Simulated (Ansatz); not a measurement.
## What GeH2 (model cell, started as rutile) distorts into

Which phase does GeH2 (model cell, started as rutile) fall into along its unstable mode, and how much energy does it gain?

Method: DFT PBEsol, scalar-relativistic, plane waves, PAW, in Ansatz 0.2.0.

Report form: the programs' logs are mostly left out.

The structure was built from a prototype and need not be the compound's stable phase.

## Step 1: The starting structure

Symmetry: P4_2/mnm, No. 136, tetragonal system. Conventional cell: a = 4.316 Å, b = 4.316 Å, c = 3.250 Å, α = 90.00°, β = 90.00°, γ = 90.00°. Nearest to Ge lie 2 H at 1.89 Å. H has 1 Ge at 1.89 Å nearest. Farther neighbours are not listed.

As a file:

```cif
data_structure
_symmetry_space_group_name_H-M 'P4_2/mnm'
_symmetry_Int_Tables_number 136
_cell_length_a 4.3162
_cell_length_b 4.3162
_cell_length_c 3.2501
_cell_angle_alpha 90.000
_cell_angle_beta 90.000
_cell_angle_gamma 90.000
_cell_volume 60.55
loop_
_atom_site_label
_atom_site_type_symbol
_atom_site_symmetry_multiplicity
_atom_site_Wyckoff_symbol
_atom_site_fract_x
_atom_site_fract_y
_atom_site_fract_z
_atom_site_occupancy
Ge1 Ge 2 a 0.00000 0.00000 0.00000 1
H1 H 4 f 0.30963 0.30963 0.00000 1
```

## Step 2: Response at finite wavevector

The cell comes from relaxations at this level that are not shown. Stability and thermal properties need the whole zone. Linear response on a 2×2×2 q mesh gives force constants as far as a supercell of that size would.

Input file input.yaml:

```yaml
crystal:
  lattice:
    - [4.3161536403, 0.0, 0.0]
    - [0.0, 4.3161536403, 0.0]
    - [0.0, 0.0, 3.2501309717]
  atoms:
    - { symbol: Ge, position: [0.0, 0.0, 0.0] }
    - { symbol: Ge, position: [0.5, 0.5, 0.5] }
    - { symbol: H, position: [0.3096270202, 0.3096270202, 0.0] }
    - { symbol: H, position: [0.6903729798, 0.6903729798, 0.0] }
    - { symbol: H, position: [0.8096270202, 0.1903729798, 0.5] }
    - { symbol: H, position: [0.1903729798, 0.8096270202, 0.5] }
kpoints:
  mp_grid: { grid: [8, 8, 10] }
hamiltonian:
  xc: pbesol
scf:
  occupations: { method: methfessel_paxton, width: 0.15 }
output:
  eigenvalues: true
phonons:
  method: dfpt
  qmesh: [2, 2, 2]
  temperatures: { t_max: 1000, t_step: 50 }
  qpath:
    path:
      - [[0.0, 0.0, 0.0], [0.0, 0.5, 0.0], [0.5, 0.5, 0.0], [0.0, 0.0, 0.0], [0.0, 0.0, 0.5], [0.0, 0.5, 0.5], [0.5, 0.5, 0.5], [0.0, 0.0, 0.5]]
      - [[0.0, 0.5, 0.0], [0.0, 0.5, 0.5]]
      - [[0.5, 0.5, 0.0], [0.5, 0.5, 0.5]]
    npoints: 10
```

Command:

```
ansatz run input.yaml --threads 8 --pin off --max-ram 14336MiB --backend cpu --events-out ev --progress --plain --runs-dir out
```

Wall time 88 s (8 threads of Arm Neoverse V2, shared host); peak memory 1 GiB.

This step gave:

```
volume per atom                                         : 10.09 Å³
gap on the k-mesh                                       : 0 eV
sum-rule residual before enforcement                    : 1.19e-5 eV/Å²
lowest frequency on the path                            : -828.5 cm⁻¹
point group                                             : 4/mmm
highest frequency on the path or at a solved wavevector : 1121 cm⁻¹
highest optical mode at the zone centre (no LO-TO term) : 1121 cm⁻¹
lowest optical zone-centre mode                         : -553.3 cm⁻¹
lowest mode on the q mesh (acoustic modes at Γ apart)   : -828.5 cm⁻¹
```

Frequencies (cm⁻¹) solved at each irreducible wavevector; negative means imaginary. Frequencies by wavevector, by row:

```csv
q in reciprocal lattice units,star,mode 1,mode 2,mode 3,mode 4,mode 16,mode 17,mode 18
0 0 0,1,-553.3,-395.5,0,0,722.2,881.8,1121
0 0 -0.5,1,-828.5,-828.5,80.5,80.5,673.2,979.8,979.8
0 -0.5 0,2,-329.5,-329.5,42,42,672.6,944.9,944.9
0 -0.5 -0.5,2,-675.6,-675.6,10.9,10.9,729.1,1010,1010
-0.5 -0.5 0,1,-450.8,-450.8,-136.1,-136.1,574.7,980,980
-0.5 -0.5 -0.5,1,-785.9,-785.9,68.4,68.4,607.8,965.7,965.7
```

Interpolated from a 2×2×2 q mesh, rough between the solved points. The phonon branches at the labelled points (cm⁻¹):

```csv
point,branch 1,branch 2,branch 3,branch 4,branch 15,branch 16,branch 17,branch 18
Γ,-553,-396,0,0,608,722,882,1121
halfway,-472,-347,-16,29,615,703,831,1088
X,-330,-330,42,42,673,673,945,945
halfway,-395,-395,53,53,614,614,967,967
M,-451,-451,-136,-136,575,575,980,980
halfway,-454,-347,11,24,637,665,820,1070
Γ,-553,-396,0,0,608,722,882,1121
halfway,-400,-400,-318,-128,575,667,904,1073
Z,-828,-828,80,80,673,673,980,980
halfway,-756,-756,84,84,699,699,996,996
R,-676,-676,11,11,729,729,1010,1010
halfway,-733,-733,78,78,670,670,989,989
A,-786,-786,68,68,608,608,966,966
halfway,-764,-721,40,80,678,688,988,998
Z,-828,-828,80,80,673,673,980,980
jump to X,-330,-330,42,42,673,673,945,945
halfway,-226,-226,-29,-29,686,686,974,974
R,-676,-676,11,11,729,729,1010,1010
jump to M,-451,-451,-136,-136,575,575,980,980
halfway,-400,-400,-187,-187,566,566,967,967
A,-786,-786,68,68,608,608,966,966
```

Symmetry leaves 6 wavevectors to solve. The lowest mode among them, the acoustic zeros apart, lies at q = (0, 0, -0.5) and is imaginary, 828.5i cm⁻¹, so the energy falls along it.

## Step 3: The mode frozen in, largest atomic shift 0 Å

The mode followed lies at q = (-0.5, -0.5, -0.5) with frequency 785.9i cm⁻¹ and is 2-fold degenerate, one of the unstable modes though not the softest. At small amplitude the distorted cell has space group no. 24 by a symmetry search on the positions. The undistorted cell that holds it gives the zero of energy on the same k mesh.

System of this step: GeH2 (model cell, started as rutile). Symmetry: P4_2/mnm, No. 136, tetragonal system. Conventional cell: a = 4.316 Å, b = 4.316 Å, c = 3.250 Å, α = 90.00°, β = 90.00°, γ = 90.00°. Nearest to Ge lie 2 H at 1.89 Å. Nearest to H lie 1 Ge at 1.89 Å. Farther neighbours are not listed.

Input file input.yaml:

```yaml
crystal:
  lattice:
    - [4.3161536403, 0.0, 3.2501309717]
    - [4.3161536403, 0.0, -3.2501309717]
    - [0.0, 4.3161536403, 3.2501309717]
  atoms:
    - { symbol: Ge, position: [0.0, 0.0, 0.0] }
    - { symbol: Ge, position: [0.5, 0.5, 0.0] }
    - { symbol: Ge, position: [0.25, 0.25, 0.5] }
    - { symbol: Ge, position: [0.75, 0.75, 0.5] }
    - { symbol: H, position: [0.0, 0.3096270202, 0.3096270202] }
    - { symbol: H, position: [0.5, 0.8096270202, 0.3096270202] }
    - { symbol: H, position: [0.0, 0.6903729798, 0.6903729798] }
    - { symbol: H, position: [0.5, 0.1903729798, 0.6903729798] }
    - { symbol: H, position: [0.5596270202, 0.25, 0.1903729798] }
    - { symbol: H, position: [0.0596270202, 0.75, 0.1903729798] }
    - { symbol: H, position: [0.9403729798, 0.25, 0.8096270202] }
    - { symbol: H, position: [0.4403729798, 0.75, 0.8096270202] }
kpoints:
  mp_grid: { grid: [8, 8, 8] }
hamiltonian:
  xc: pbesol
scf:
  occupations: { method: methfessel_paxton, width: 0.15 }
output:
  forces: true
  stress: true
  eigenvalues: true
```

It took 2.2 s on 8 threads; peak memory 0.68 GiB.

This step gave:

| Property | Result |
| --- | --- |
| pressure | 0.1117 GPa |
| energy from the undistorted cell | 0 meV/atom |

The run ends at a pressure of 0.11 GPa, with forces up to 0.015 eV/Å.

## Step 4: The mode frozen in, largest atomic shift 0.45 Å

The atoms are moved along the unstable eigenvector, the largest shift by 0.45 Å, with the cell fixed.

Input file input.yaml:

```yaml
crystal:
  lattice:
    - [4.3161536403, 0.0, 3.2501309717]
    - [4.3161536403, 0.0, -3.2501309717]
    - [0.0, 4.3161536403, 3.2501309717]
  atoms:
    - { symbol: Ge, position: [0.0001208717, 0.0, -0.0001208717] }
    - { symbol: Ge, position: [0.4998791283, 0.5, 0.0001208717] }
    - { symbol: Ge, position: [0.25, 0.2496918015, 0.4996918015] }
    - { symbol: Ge, position: [0.75, 0.7503081985, 0.5003081985] }
    - { symbol: H, position: [0.0650756804, 0.2405034721, 0.3136748879] }
    - { symbol: H, position: [0.4349243196, 0.8787505683, 0.3055791525] }
    - { symbol: H, position: [-0.0731714158, 0.7594965279, 0.6944208475] }
    - { symbol: H, position: [0.5731714158, 0.1212494317, 0.6863251121] }
    - { symbol: H, position: [0.532517614, 0.287430657, 0.2006942306] }
    - { symbol: H, position: [0.0867364264, 0.712569343, 0.1800517291] }
    - { symbol: H, position: [0.967482386, 0.2332118445, 0.8199482709] }
    - { symbol: H, position: [0.4132635736, 0.7667881555, 0.7993057694] }
kpoints:
  mp_grid: { grid: [8, 8, 8] }
hamiltonian:
  xc: pbesol
scf:
  occupations: { method: methfessel_paxton, width: 0.15 }
output:
  forces: true
  stress: true
  eigenvalues: true
```

It took 5.6 s on 8 threads; peak memory 0.72 GiB; 43 s of CPU time.

This step gave:

```
pressure                         : 4.076 GPa
energy from the undistorted cell : -26.29 meV/atom
```

The energy, extrapolated to zero smearing, is -26.29 meV/atom against the undistorted cell.

The run ends at a pressure of 4.08 GPa, with forces up to 0.64 eV/Å.

## Step 5: Energy along the mode, all amplitudes (two of the runs are shown above)

An imaginary frequency means negative curvature, so the energy should fall and then rise again as anharmonic terms take over.

Numbers from this step:

```yaml
depth_at_the_lowest_point_sampled: 26.29 meV/atom
largest_atomic_shift_at_that_point: 0.45 Å
```

The energy from the parent by largest atomic shift:

```csv
largest atomic shift (Å),energy from the parent (meV/atom)
0.000,0
0.040,-0.591
0.080,-2.24
0.140,-6.51
0.220,-14.5
0.320,-24.0
0.450,-26.3
0.600,1.01
```

Displacement at unit largest shift by atom:

```csv
atom,x (Å),y (Å),z (Å),size
Ge1,0.001,-0.001,0.000,0.001
Ge2,-0.001,0.001,0.000,0.001
Ge3,-0.003,-0.003,0.000,0.004
Ge4,0.003,0.003,0.000,0.004
H5,-0.039,0.039,0.998,1.000
H6,0.039,-0.039,-0.998,1.000
H7,-0.039,0.039,-0.998,1.000
H8,0.039,-0.039,0.998,1.000
H9,0.099,0.099,-0.392,0.416
H10,-0.099,-0.099,0.392,0.416
H11,0.099,0.099,0.392,0.416
H12,-0.099,-0.099,-0.392,0.416
```

The lowest of the steps tried is at 0.45 Å, 26.3 meV/atom below the parent; the bottom of the well need not coincide with a step.

## Step 6: Relaxing from the distorted cell

Starting from the lowest point found, all atoms and the cell are let go, so that strain and other modes of the same symmetry can join in.

input.yaml: that of step 4 with these lines changed.

```diff
@@ -28 +28,6 @@
   eigenvalues: true
+relax:
+  adjacent_minimum: "off"
+  f_tol: 0.002
+  max_steps: 120
+  cell: { stress_tol: 0.03 }
```

It took 81 s on 8 threads; peak memory 0.82 GiB.

The steps of the relaxation:

```csv
step,energy less that of the first step (eV),largest force component (eV/Å),pressure (GPa),volume (Å³)
1,0.0000,0.4505,4.08,121.09
2,-0.3347,0.5014,0.14,128.43
3,-0.5867,0.5444,-2.04,132.25
4,-0.7330,0.3765,-1.98,133.50
5,-0.8082,0.0696,0.12,129.96
6,-0.8163,0.0215,-0.09,128.54
7,-0.8175,0.0106,0.04,128.01
8,-0.8176,0.0008,0.00,128.08
9*,-0.8417,0.0017,0.24,128.08
10,-0.8433,0.0144,-0.09,129.25
11,-0.8443,0.0023,0.00,128.73
12,-0.8442,0.0002,0.00,128.80
13*,-0.8448,0.0002,0.00,128.80
```

Relaxation steps marked * repeat the geometry before them on a plane-wave basis chosen anew for their cell, so energy and pressure can jump there.

The run keeps the 4 symmetry operations that it works with, so distortions that break them were not tested.

```csv
cell as run,before,after,change
a (Å),5.403,5.583,+3.3 %
b (Å),5.403,5.583,+3.3 %
c (Å),5.403,5.583,+3.3 %
α (°),111.21,116.49,+4.7 %
β (°),68.79,63.52,-7.7 %
γ (°),73.96,83.80,+13.3 %
volume (Å³/atom),10.09,10.73,+6.4 %
```

The atoms that moved most (Å, as changes of fractional coordinates times the final cell):

```csv
atom,dx,dy,dz,length
H11,0.117,0.114,0.487,0.514
H9,0.114,0.117,-0.487,0.514
H12,-0.114,-0.117,-0.487,0.514
H10,-0.117,-0.114,0.487,0.514
H7,-0.141,0.143,-0.174,0.265
H8,0.143,-0.141,0.174,0.265
H6,0.141,-0.143,-0.174,0.265
H5,-0.143,0.141,0.174,0.265
```

The relaxed structure:

```
Ge H
1.0
     4.15590   -0.00004    3.72865
     4.15590   -0.00004   -3.72865
    -0.00004    4.15590    3.72865
Ge H
4 8
Cartesian
  -0.0581 0.0581 0.0000
  4.2140 -0.0582 0.0000
  2.1361 2.1361 1.8643
  6.1757 2.0197 1.8643
  1.1269 1.4442 0.6894
  5.6001 1.1268 -0.6894
  2.7117 3.0290 -0.6894
  3.0290 2.7117 4.4180
  3.5221 0.9510 1.1749
  3.2048 0.6338 -1.1749
  5.1069 3.5220 6.2824
  4.7897 3.2048 1.1749
```

Numbers from this step:

```yaml
pressure: -0.002290 GPa
volume_per_atom: 10.73 Å³
```

The distorted start has space group I2_12_12_1; the relaxation ends in I-42d.

## Step 7: The phases reached

The phases reached along the modes that were followed are set side by side.

Energies are those of the first relaxation, on the mesh of the frozen mode; space group, volume and gap are those of the last relaxation. Phases, by row:

```csv
mode frozen in,space group,energy from parent (meV/atom),volume (Å³/atom),gap on mesh (eV),lowest zone-centre optical mode (cm⁻¹),largest shift (Å)
parent,P4_2/mnm,0,10.09,0,–,–
"q = (0, 0, -0.5), 829i cm⁻¹",Cmcm,-34.07,10.56,0,–,0.46
"q = (0, 0, -0.5), 829i cm⁻¹",P4_12_12,-121.2,11.8,0.877,–,0.92
"q = (0, 0, -0.5), 829i cm⁻¹",P4_32_12,-121.2,11.8,0.877,–,0.92
"q = (-0.5, -0.5, -0.5), 786i cm⁻¹",Imma,-26.69,10.3,0,–,0.467
"q = (-0.5, -0.5, -0.5), 786i cm⁻¹",I-42d,-96.72,10.73,0,–,0.725
"q = (-0.5, -0.5, -0.5), 786i cm⁻¹",I-42d,-96.72,10.73,0,–,0.725
```

## Step 8: Outcome

- unstable mode of the parent: q = (-0.5, -0.5, -0.5), 786i cm⁻¹
- depth at the lowest point sampled: 26.3 meV/atom
- largest atomic shift at that point: 0.45 Å
- space group reached (within 0.01 Å): I-42d
- energy gained over the parent (first relaxation, on the mesh of the frozen mode): 96.7 meV/atom
- volume per atom, phase reached: 10.7 Å³

Along this mode the structure falls into I-42d, 96.7 meV/atom below the parent. At the parent's cell the well is 26.29 meV/atom deep on the steps tried, with its lowest point at a shift of 0.45 Å. Relaxing atoms and cell changes the gain by +70.43 meV/atom against the lowest step (energies at zero smearing). Most of the total comes from this relaxation. The modes of the phase reached were not computed on this path. Of the 6 patterns followed to their end from this parent, this one ends 24.5 meV/atom above the lowest, P4_12_12. Each path keeps the symmetry of its pattern, so a lower phase may lie along a pattern not tried. The q mesh stands for a supercell only 6.5 Å across, so branches between the solved wavevectors are rough. With no gap, or one that is small against the smearing, the frequencies hang on the k mesh and the smearing, most of all near Kohn anomalies. The starting cell was built on a prototype and not taken from a measurement, so the phase need not exist.

[Logs are printed without paths, hosts, clocks, repeated set-up lines and the standing remarks that a program may print on its own settings, such as how far it seeks lower states.]

[Hosts, paths, dates, database ids (printed as entryN), source tags and the programs' standing remarks are cut or masked in the printed files.]
